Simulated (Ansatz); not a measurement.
# What TiSi (model cell, started as zinc blende) distorts into, part 2 of 3

Wanted: the energy along a soft mode of TiSi (model cell, started as zinc blende) and the structure at the end.

Ansatz 0.2.0; DFT PBEsol, scalar-relativistic, plane waves, PAW.

So far, highest frequency on path, mesh or solved points (cm⁻¹): step 2 (response at finite wavevector) 364. Also lowest frequency on the path (cm⁻¹): step 2 -106.

The structure was built from a prototype and need not be the compound's stable phase.

## (3) The mode frozen in, largest atomic shift 0 Å

The mode followed lies at q = (0.25, -0.5, -0.25) with frequency 101.0i cm⁻¹, the softest among the wavevectors solved. At small amplitude the pattern taken leaves space group no. 121 by a symmetry search on the positions. The undistorted cell that holds it gives the zero of energy on the same k mesh.

System of this step: TiSi (model cell, started as zinc blende). Symmetry: F-43m, No. 216, cubic system. The conventional cell has a = 5.721 Å, b = 5.721 Å, c = 5.721 Å, α = 90.00°, β = 90.00°, γ = 90.00°. Nearest to Ti lie 4 Si at 2.48 Å. Nearest to Si lie 4 Ti at 2.48 Å. Farther neighbours, and contacts between anions beyond the nearest, are not listed.

input.yaml reads:

```yaml
crystal:
  lattice:
    - [0.0, 0.0, -5.7207352214]
    - [5.7207352214, 0.0, 0.0]
    - [2.8603676107, -5.7207352214, -2.8603676107]
  atoms:
    - { symbol: Ti, position: [0.5, 0.5, 0.0] }
    - { symbol: Ti, position: [0.0, 0.0, 0.0] }
    - { symbol: Ti, position: [0.25, 0.75, 0.5] }
    - { symbol: Ti, position: [0.75, 0.25, 0.5] }
    - { symbol: Si, position: [0.625, 0.625, 0.25] }
    - { symbol: Si, position: [0.125, 0.125, 0.25] }
    - { symbol: Si, position: [0.375, 0.875, 0.75] }
    - { symbol: Si, position: [0.875, 0.375, 0.75] }
kpoints:
  mp_grid: { grid: [8, 8, 8] }
hamiltonian:
  xc: pbesol
scf:
  occupations: { method: gaussian, width: 0.1 }
output:
  forces: true
  stress: true
  eigenvalues: true
```

On the command line:

```sh
$ ansatz run input.yaml --threads 4 --pin off --max-ram 7168MiB --backend cpu --events-out ev --progress --plain --runs-dir out
```

The log of the run:

```text
[...]
Crystal: 8 atoms, lattice volume = 187.221 Å³
Basis set: ecut = 420 eV, 3739 PW (Γ), exchange–correlation on 80×80×96 points (8 copies of the dense FFT grid, shifted against one another)
Bands: 40, of which v1, the nominal top of the filled ones, is band 32 counted from 1 (31 counted from 0)
Symmetry: 32 space group operations
[...]
k-points: 59 of 512 (time reversal used)
[...]
k-point 0: bands = [... 28 lower, 5.9000, 5.9000, 6.1516, 6.1516, 6.1940, 6.3165, 6.3165, 7.1997, ... 4 higher]
  k-point 1: bands = [... 28 lower, 5.9262, 5.9262, 6.0720, 6.0720, 6.1980, 6.3077, 6.3077, 7.1496, ... 4 higher]
  k-point 2: bands = [... 28 lower, 5.8869, 5.8869, 5.9959, 5.9959, 6.2489, 6.2819, 6.2819, 7.0087, ... 4 higher]
  k-point 58: bands = [... 28 lower, 5.5119, 5.5119, 5.5119, 5.5119, 7.2230, 7.2230, 7.2230, 7.2230, ... 4 higher]
[key lines of the parts left out:]
SCF converged after 7 iterations
Free energy (F): -12376.155631 eV
Fermi energy:    6.168853 eV
P = ⅓ Tr σ = 0.0053 GPa (0.053 kbar)
```

Wall time 6.6 s (4 threads of Arm Neoverse V2, shared host); peak memory 0.65 GiB.

Read from the output:

```
pressure                         : 0.005260 GPa
energy from the undistorted cell : 0 meV/atom
```

The run ends at a pressure of 0.01 GPa.

## (4) The mode frozen in, largest atomic shift 0.6 Å

The atoms are moved along the unstable eigenvector, the largest shift by 0.6 Å, with the cell fixed.

input.yaml, the sections that differ from step 3:

```yaml
crystal:
  lattice:
    - [0.0, 0.0, -5.7207352214]
    - [5.7207352214, 0.0, 0.0]
    - [2.8603676107, -5.7207352214, -2.8603676107]
  atoms:
    - { symbol: Ti, position: [0.5, 0.5, 0.0] }
    - { symbol: Ti, position: [0.0, 0.0, 0.0] }
    - { symbol: Ti, position: [0.197559188, 0.697559188, 0.6048816239] }
    - { symbol: Ti, position: [0.802440812, 0.302440812, 0.3951183761] }
    - { symbol: Si, position: [0.5635871161, 0.6864128839, 0.25] }
    - { symbol: Si, position: [0.1864128839, 0.0635871161, 0.25] }
    - { symbol: Si, position: [0.4364128839, 0.9364128839, 0.75] }
    - { symbol: Si, position: [0.8135871161, 0.3135871161, 0.75] }
# kpoints, hamiltonian, scf, output: as in step 3
```

The log of the run:

```text
[...]
Crystal: 8 atoms, lattice volume = 187.221 Å³
Basis set: ecut = 420 eV, 3739 PW (Γ), exchange–correlation on 80×80×96 points (8 copies of the dense FFT grid, shifted against one another)
Bands: 40, of which v1, the nominal top of the filled ones, is band 32 counted from 1 (31 counted from 0)
Symmetry: 8 space group operations
[...]
k-points: 59 of 512 (time reversal used)
[...]
k-point 0: bands = [... 28 lower, 6.0248, 6.0248, 6.1727, 6.4387, 6.4387, 6.6472, 7.2222, 7.2222, ... 4 higher]
  k-point 1: bands = [... 28 lower, 5.9814, 5.9814, 6.2584, 6.4371, 6.4371, 6.7339, 7.2195, 7.2195, ... 4 higher]
  k-point 2: bands = [... 28 lower, 5.8580, 5.8939, 6.4470, 6.4470, 6.4758, 6.8776, 7.2201, 7.2201, ... 4 higher]
  k-point 58: bands = [... 28 lower, 5.7673, 6.0670, 6.2365, 6.2365, 7.1115, 7.2109, 7.2583, 7.2583, ... 4 higher]
[key lines of the parts left out:]
SCF converged after 8 iterations
Free energy (F): -12376.720171 eV
Fermi energy:    6.532678 eV
P = ⅓ Tr σ = -7.2176 GPa (-72.176 kbar)
```

It took 7.1 s on 4 threads; peak memory 0.65 GiB; 28 s of CPU time.

Read from the output:

- pressure: -7.218 GPa
- gap on the k-mesh: 0 eV
- energy from the undistorted cell: -69.01 meV/atom

The energy, extrapolated to zero smearing, is -69.01 meV/atom against the undistorted cell.

The run ends at a pressure of -7.22 GPa, with forces up to 0.36 eV/Å.

## (5) Energy along the mode, all amplitudes (two of the runs are shown above)

An imaginary frequency means negative curvature, so the energy should fall and then rise again as anharmonic terms take over.

This step gave:

| Item | Value |
| --- | --- |
| depth at the lowest point sampled | 69.01 meV/atom |
| largest atomic shift at that point | 0.6 Å |

Energy from the parent against largest atomic shift:

```csv
largest atomic shift (Å),energy from the parent (meV/atom)
0.000,0
0.040,-0.659
0.080,-2.59
0.140,-7.57
0.220,-17.1
0.320,-31.4
0.450,-50.1
0.600,-69.0
```

Displacement at unit largest shift by atom:

```csv
atom,x (Å),y (Å),z (Å),size
Ti1,0.00,0.00,0.00,0.00
Ti2,0.00,0.00,0.00,0.00
Ti3,0.00,-1.00,0.00,1.00
Ti4,0.00,1.00,0.00,1.00
Si5,0.59,0.00,0.59,0.83
Si6,-0.59,0.00,-0.59,0.83
Si7,0.59,0.00,-0.59,0.83
Si8,-0.59,0.00,0.59,0.83
```

The energy still falls at the last step, so the rise lies beyond the steps tried.

## (6) Relaxing from the distorted cell

Starting from the lowest point found, all atoms and the cell are let go, so that strain and other modes of the same symmetry can join in.

input.yaml, as its differences from that of step 4:

```diff
@@ -24 +24,6 @@
   eigenvalues: true
+relax:
+  adjacent_minimum: "off"
+  f_tol: 0.002
+  max_steps: 120
+  cell: { stress_tol: 0.03 }
```

The log of the run:

```text
[...]
Crystal: 8 atoms, lattice volume = 187.221 Å³
Basis set: ecut = 420 eV, 3739 PW (Γ), exchange–correlation on 80×80×96 points (8 copies of the dense FFT grid, shifted against one another)
Bands: 40, of which v1, the nominal top of the filled ones, is band 32 counted from 1 (31 counted from 0)
Symmetry: 8 space group operations
[...]
k-points: 59 of 512 (time reversal used)
[...]
SCF iter   1: F=—  HF=-12376.730301 eV  |F-HF|=—  |Δ(HF+E_count)|=         —  Δρ=7.58e-3  dr2=1.21e-1  ethr=1.77e-3  ⟨swp⟩=6.1  Hψ=9955  notcnv=0
[...]
SCF iter   8: F=-12376.720171 eV  HF=-12376.720171 eV  |F-HF|=7.94e-9  |Δ(HF+E_count)|=   2.69e-8  Δρ=4.33e-6  dr2=4.10e-8  ethr=1.56e-10  ⟨swp⟩=10.1  Hψ=9151  notcnv=0
SCF 1 converged in 8 iterations: F = -12376.720171 eV  dr2 = 4.10e-8
[...]
relax step   1: F+E_penalty+E_count = -12376.72017086 eV  Δ(F+E_penalty+E_count) = +0.000e0 eV  max|allowed force component| = 3.583e-1 eV/Å  Δτ_max = 0.0000 Å  P = -7.218 GPa  Ω = 187.221 Å³  (8 SCF iters, dr2 threshold 1.00e-7 eV, accepted)
Crystal: 8 atoms, lattice volume = 162.613 Å³
Basis set: ecut = 420 eV, 3155 PW (Γ), exchange–correlation on 80×80×96 points (8 copies of the dense FFT grid, shifted against one another)
[...]
SCF iter   7: F=-12377.824507 eV  HF=-12377.824507 eV  |F-HF|=1.27e-7  |Δ(HF+E_count)|=   6.24e-7  Δρ=1.37e-5  dr2=3.70e-7  ethr=1.25e-9  ⟨swp⟩=5.5  Hψ=11144  notcnv=0
SCF 2 converged in 7 iterations: F = -12377.824507 eV  dr2 = 3.70e-7
[...]
relax step   2: F+E_penalty+E_count = -12377.82450656 eV  Δ(F+E_penalty+E_count) = -1.104e0 eV  max|allowed force component| = 6.098e-1 eV/Å  Δτ_max = 0.1918 Å  P = -1.901 GPa  Ω = 162.613 Å³  energy of the carried Pulay correction = +2.109e-3 eV  (7 SCF iters, dr2 threshold 8.00e-7 eV, accepted)
Crystal: 8 atoms, lattice volume = 147.985 Å³
Basis set: ecut = 420 eV, 2899 PW (Γ), exchange–correlation on 80×80×96 points (8 copies of the dense FFT grid, shifted against one another)
[...]
SCF iter   8: F=-12378.515101 eV  HF=-12378.515101 eV  |F-HF|=2.86e-8  |Δ(HF+E_count)|=   7.46e-8  Δρ=6.05e-6  dr2=6.39e-8  ethr=1.25e-9  ⟨swp⟩=5.0  Hψ=8586  notcnv=0
SCF 3 converged in 8 iterations: F = -12378.515101 eV  dr2 = 6.39e-8
relax step   3: F+E_penalty+E_count = -12378.51510064 eV  Δ(F+E_penalty+E_count) = -6.906e-1 eV  max|allowed force component| = 5.871e-1 eV/Å  Δτ_max = 0.1956 Å  P = +2.218 GPa  Ω = 147.985 Å³  energy of the carried Pulay correction = +3.509e-3 eV  (8 SCF iters, dr2 threshold 8.00e-7 eV, accepted)
[... from here on, the SCF cycles and remarks between the steps are left out ...]
relax step   4: F+E_penalty+E_count = -12378.95241282 eV  Δ(F+E_penalty+E_count) = -4.373e-1 eV  max|allowed force component| = 1.898e0 eV/Å  Δτ_max = 0.1657 Å  P = +5.944 GPa  Ω = 140.144 Å³  energy of the carried Pulay correction = +4.312e-3 eV  (8 SCF iters, dr2 threshold 8.00e-7 eV, accepted)
relax step   5: F+E_penalty+E_count = -12380.10052329 eV  Δ(F+E_penalty+E_count) = -1.148e0 eV  max|allowed force component| = 6.938e-1 eV/Å  Δτ_max = 0.1945 Å  P = +0.048 GPa  Ω = 141.489 Å³  energy of the carried Pulay correction = +4.172e-3 eV  (8 SCF iters, dr2 threshold 8.00e-7 eV, accepted)
relax step   6: F+E_penalty+E_count = -12380.30955450 eV  Δ(F+E_penalty+E_count) = -2.090e-1 eV  max|allowed force component| = 7.378e-1 eV/Å  Δτ_max = 0.1950 Å  P = +1.270 GPa  Ω = 137.216 Å³  energy of the carried Pulay correction = +4.622e-3 eV  (7 SCF iters, dr2 threshold 8.00e-7 eV, accepted)
relax step   7: F+E_penalty+E_count = -12380.33252426 eV  Δ(F+E_penalty+E_count) = -2.297e-2 eV  max|allowed force component| = 1.414e0 eV/Å  Δτ_max = 0.1026 Å  P = -2.177 GPa  Ω = 139.261 Å³  energy of the carried Pulay correction = +4.405e-3 eV  (6 SCF iters, dr2 threshold 8.00e-7 eV, accepted)
relax step   8: F+E_penalty+E_count = -12380.50400161 eV  Δ(F+E_penalty+E_count) = -1.715e-1 eV  max|allowed force component| = 5.375e-1 eV/Å  Δτ_max = 0.0899 Å  P = +0.014 GPa  Ω = 135.234 Å³  energy of the carried Pulay correction = +4.834e-3 eV  (7 SCF iters, dr2 threshold 8.00e-7 eV, accepted)
relax step   9: F+E_penalty+E_count = -12380.51316806 eV  Δ(F+E_penalty+E_count) = -9.166e-3 eV  max|allowed force component| = 3.487e-1 eV/Å  Δτ_max = 0.0619 Å  P = -0.761 GPa  Ω = 136.966 Å³  energy of the carried Pulay correction = +4.648e-3 eV  (6 SCF iters, dr2 threshold 8.00e-7 eV, accepted)
relax step  10: F+E_penalty+E_count = -12380.52895170 eV  Δ(F+E_penalty+E_count) = -1.578e-2 eV  max|allowed force component| = 4.960e-3 eV/Å  Δτ_max = 0.0259 Å  P = -0.039 GPa  Ω = 135.667 Å³  energy of the carried Pulay correction = +4.788e-3 eV  (6 SCF iters, dr2 threshold 8.00e-7 eV, accepted)
relax step  11: F+E_penalty+E_count = -12380.52917280 eV  Δ(F+E_penalty+E_count) = -2.211e-4 eV  max|allowed force component| = 1.273e-2 eV/Å  Δτ_max = 0.0040 Å  P = +0.119 GPa  Ω = 135.520 Å³  energy of the carried Pulay correction = +4.804e-3 eV  (6 SCF iters, dr2 threshold 2.21e-7 eV, accepted)
relax step  12: F+E_penalty+E_count = -12380.52927246 eV  Δ(F+E_penalty+E_count) = -9.966e-5 eV  max|allowed force component| = 9.191e-4 eV/Å  Δτ_max = 0.0011 Å  P = -0.010 GPa  Ω = 135.665 Å³  energy of the carried Pulay correction = +4.788e-3 eV  (6 SCF iters, dr2 threshold 1.28e-7 eV, accepted)
Basis set: ecut = 420 eV, 2647 PW (Γ), exchange–correlation on 72×72×96 points (8 copies of the dense FFT grid, shifted against one another)
[...]
SCF iter   6: F=-12380.526534 eV  HF=-12380.526534 eV  |F-HF|=1.82e-12  |Δ(HF+E_count)|=  1.82e-12  Δρ=7.33e-8  dr2=9.49e-12  ethr=1.00e-12  ⟨swp⟩=6.9  Hψ=10286  notcnv=0
SCF 13 converged in 6 iterations: F = -12380.526534 eV  dr2 = 9.49e-12
relax step  13: F+E_penalty+E_count = -12380.52653422 eV  Δ(F+E_penalty+E_count) = +2.738e-3 eV  max|allowed force component| = 1.133e-3 eV/Å  Δτ_max = 0.0000 Å  P = -0.014 GPa  Ω = 135.665 Å³  stress off target by 1.70e-2 GPa  SCF on the basis re-selected at this cell (its energy is not comparable with the rows above)  (6 SCF iters)
basis re-selected at this cell: Δ(F+E_penalty+E_count) = +2.738e-3 eV, ΔP = -0.004 GPa vs the last step (what re-selecting the basis moved, of the pressure what is left beyond the Pulay correction that the steps carried, after the strain that the cell walked since its last selection, with what the two solves' SCF thresholds leave and, on support functions, any second-order correction that the steps lacked; it is no measure of the basis error at this ecutwfc). The dense FFT grid was sized anew with the basis: this SCF ran on 36×36×48 points, the steps before it on 40×40×48, so part of this shift can come from that change (see relax.cell in the input reference). [rest of the remark cut]
SCF converged after 6 iterations
Free energy (F): -12380.526534 eV
[...]
Internal energy: -12380.479183 eV  (E = F + TS)
E sigma→0 (E₀):  -12380.502859 eV
Entropy (-TS):   -0.047351 eV (-5.919 meV/atom)
Fermi energy:    10.732971 eV
[...]
--- Forces (eV/Å), atoms counted from 1 ---
  atom   1  Ti    -0.00000000     0.00000000     0.00000000
  atom   2  Ti    -0.00000000     0.00000000     0.00000000
  atom   3  Ti     0.00000000     0.00113250    -0.00000000
  atom   4  Ti     0.00000000    -0.00113250     0.00000000
  atom   5  Si    -0.00095826    -0.00024580    -0.00095826
  atom   6  Si     0.00095826    -0.00024580     0.00095826
  atom   7  Si    -0.00095826     0.00024580     0.00095826
  atom   8  Si     0.00095826     0.00024580    -0.00095826
  max |Σ_I F_I| component: 2.17e-17 eV/Å
--- Stress (GPa, compression-positive) ---
       -0.017046       0.000000       0.000000
        0.000000      -0.007181       0.000000
        0.000000       0.000000      -0.017046
  P = ⅓ Tr σ = -0.0138 GPa (-0.138 kbar)
--- Band table (eV; the first three rows and the last of 59) ---
  k-point 0: bands = [... 28 lower, 9.1674, 10.2647, 10.2647, 11.0171, 11.0171, 11.3056, 11.4912, 11.4912, ... 4 higher]
  k-point 1: bands = [... 28 lower, 9.2950, 10.2111, 10.2111, 11.0024, 11.1371, 11.1371, 11.4292, 11.4684, ... 4 higher]
  k-point 2: bands = [... 28 lower, 9.5818, 10.1820, 10.1820, 10.5470, 10.9895, 11.2303, 11.2303, 11.4468, ... 4 higher]
  k-point 58: bands = [... 28 lower, 10.0345, 10.7899, 10.9851, 11.1071, 11.2134, 11.2134, 11.7846, 11.7846, ... 4 higher]
--- Relaxed structure (12 steps of the walk, 12 accepted, 1 SCFs on fresh bases) ---
  F+E_penalty+E_count = -12380.52653422 eV   max|allowed force component| = 1.133e-3 eV/Å   (the final SCF, on the basis selected at the relaxed cell)
  cell:  # Å, volume = 135.6648 Å³
    - [0.0, 0, -4.831966]
    - [4.831966, 0, 0.0]
    - [2.415983, -5.810578, -2.415983]
  atoms:
    - { symbol: Ti, position: [0.5, 0.5, -1.212937e-18] }
    - { symbol: Ti, position: [0, -4.592934e-19, -1.212937e-18] }
    - { symbol: Ti, position: [0.115021, 0.615021, 0.769957] }
    - { symbol: Ti, position: [0.884979, 0.384979, 0.230043] }
    - { symbol: Si, position: [0.484871, 0.649899, 0.365230] }
    - { symbol: Si, position: [0.149899, -0.015129, 0.365230] }
    - { symbol: Si, position: [0.515129, 1.015129, 0.634770] }
    - { symbol: Si, position: [0.850101, 0.350101, 0.634770] }
```

Wall time 1.9 min (4 threads); peak memory 0.72 GiB; 7.5 min of CPU time.

Step by step:

```csv
step,energy less that of the first step (eV),largest force component (eV/Å),pressure (GPa),volume (Å³)
1,0.0000,0.3583,-7.22,187.22
2,-1.1043,0.6098,-1.90,162.61
3,-1.7949,0.5871,2.22,147.98
4,-2.2322,1.8984,5.94,140.14
5,-3.3804,0.6938,0.05,141.49
6,-3.5894,0.7378,1.27,137.22
7,-3.6124,1.4144,-2.18,139.26
8,-3.7838,0.5375,0.01,135.23
9,-3.7930,0.3487,-0.76,136.97
10,-3.8088,0.0050,-0.04,135.67
11,-3.8090,0.0127,0.12,135.52
12,-3.8091,0.0009,-0.01,135.66
13*,-3.8064,0.0011,-0.01,135.66
```

Relaxation steps marked * repeat the geometry before them on a plane-wave basis chosen anew for their cell, so energy and pressure can jump there.

Forces are held to the 8 operations that the program found; a distortion that breaks them can't arise in this run.

```csv
cell as run,before,after,change
a (Å),5.721,4.832,-15.5 %
b (Å),5.721,4.832,-15.5 %
c (Å),7.006,6.741,-3.8 %
α (°),65.91,69.00,+4.7 %
β (°),65.91,69.00,+4.7 %
volume (Å³/atom),23.40,16.96,-27.5 %
```

The atoms that moved most (Å, as changes of fractional coordinates times the final cell):

```csv
atom,dx,dy,dz,length
Ti3,0.000,-0.959,0.000,0.959
Ti4,0.000,0.959,0.000,0.959
Si5,0.102,-0.670,0.102,0.685
Si8,-0.102,0.670,0.102,0.685
Si7,0.102,0.670,-0.102,0.685
Si6,-0.102,-0.670,-0.102,0.685
```

This step gave:

* pressure: -0.01376 GPa
* volume per atom: 16.96 Å³

The distorted start has space group I-42m; the relaxation ends in I-42m.

## (7) The new phase in its own primitive cell

The relaxed structure is symmetrised, reduced to its primitive cell and relaxed tightly, as its phonons need.

input.yaml reads:

```yaml
crystal:
  lattice:
    - [-2.415983005, 2.415983005, 5.8105777438]
    - [2.415983005, -2.415983005, 5.8105777438]
    - [2.415983005, 2.415983005, -5.8105777438]
  atoms:
    - { symbol: Ti, position: [0.5, 0.0, 0.5] }
    - { symbol: Ti, position: [0.0, 0.5, 0.5] }
    - { symbol: Ti, position: [0.8849785621, 0.8849785621, 0.0] }
    - { symbol: Ti, position: [0.1150214379, 0.1150214379, 0.0] }
    - { symbol: Si, position: [0.85010112, 0.85010112, 0.3349721457] }
    - { symbol: Si, position: [0.5151289743, 0.5151289743, 0.6650278543] }
    - { symbol: Si, position: [0.14989888, 0.4848710257, 0.0] }
    - { symbol: Si, position: [0.4848710257, 0.14989888, 0.0] }
kpoints:
  mp_grid: { grid: [10, 10, 10] }
hamiltonian:
  xc: pbesol
scf:
  occupations: { method: gaussian, width: 0.1 }
output:
  forces: true
  stress: true
  eigenvalues: true
relax:
  adjacent_minimum: "off"
  f_tol: 0.001
  max_steps: 60
  cell: { stress_tol: 0.01 }
```

The log of the run:

```text
[...]
Crystal: 8 atoms, lattice volume = 135.665 Å³
Basis set: ecut = 420 eV, 2647 PW (Γ), exchange–correlation on 96×96×96 points (8 copies of the dense FFT grid, shifted against one another)
Bands: 40, of which v1, the nominal top of the filled ones, is band 32 counted from 1 (31 counted from 0)
Symmetry: 8 space group operations
[...]
- [2.415599, 2.415599, -5.813289]
  atoms:
    - { symbol: Ti, position: [0.500000, 0, 0.500000] }
    - { symbol: Ti, position: [0, 0.500000, 0.500000] }
    - { symbol: Ti, position: [0.884983, 0.884983, 0] }
    - { symbol: Ti, position: [0.115017, 0.115017, 0] }
    - { symbol: Si, position: [0.850093, 0.850093, 0.334923] }
    - { symbol: Si, position: [0.515170, 0.515170, 0.665077] }
    - { symbol: Si, position: [0.149907, 0.484830, 0.0] }
    - { symbol: Si, position: [0.484830, 0.149907, 0.0] }
[key lines of the parts left out:]
SCF converged after 8 iterations
Free energy (F): -12380.525798 eV
Fermi energy:    10.734064 eV
P = ⅓ Tr σ = -0.0004 GPa (-0.004 kbar)
```

It took 50 s on 4 threads; peak memory 0.77 GiB.

Little changed from the start: no atom moved by 0.005 Å and no cell edge by 0.1 %.

This step gave:

```
pressure : -4.16e-4 GPa
```

The largest force component left is 0.98 meV/Å and the pressure is 0.000 GPa, within the tolerances set. The cell now holds 16.96 Å³/atom.

(Part 2 of 3 ends here.)

[Long decimals in the printed logs are rounded to 6 places.]

[Logs are printed without paths, hosts, clocks, repeated set-up lines and the standing remarks that a program may print on its own settings, such as how far it seeks lower states.]

[Hosts, paths, dates, database ids (printed as entryN), source tags and the programs' standing remarks are cut or masked in the printed files.]

[Where the starting crystal was built by hand or by swapping elements, it need not be the compound's stable phase.]
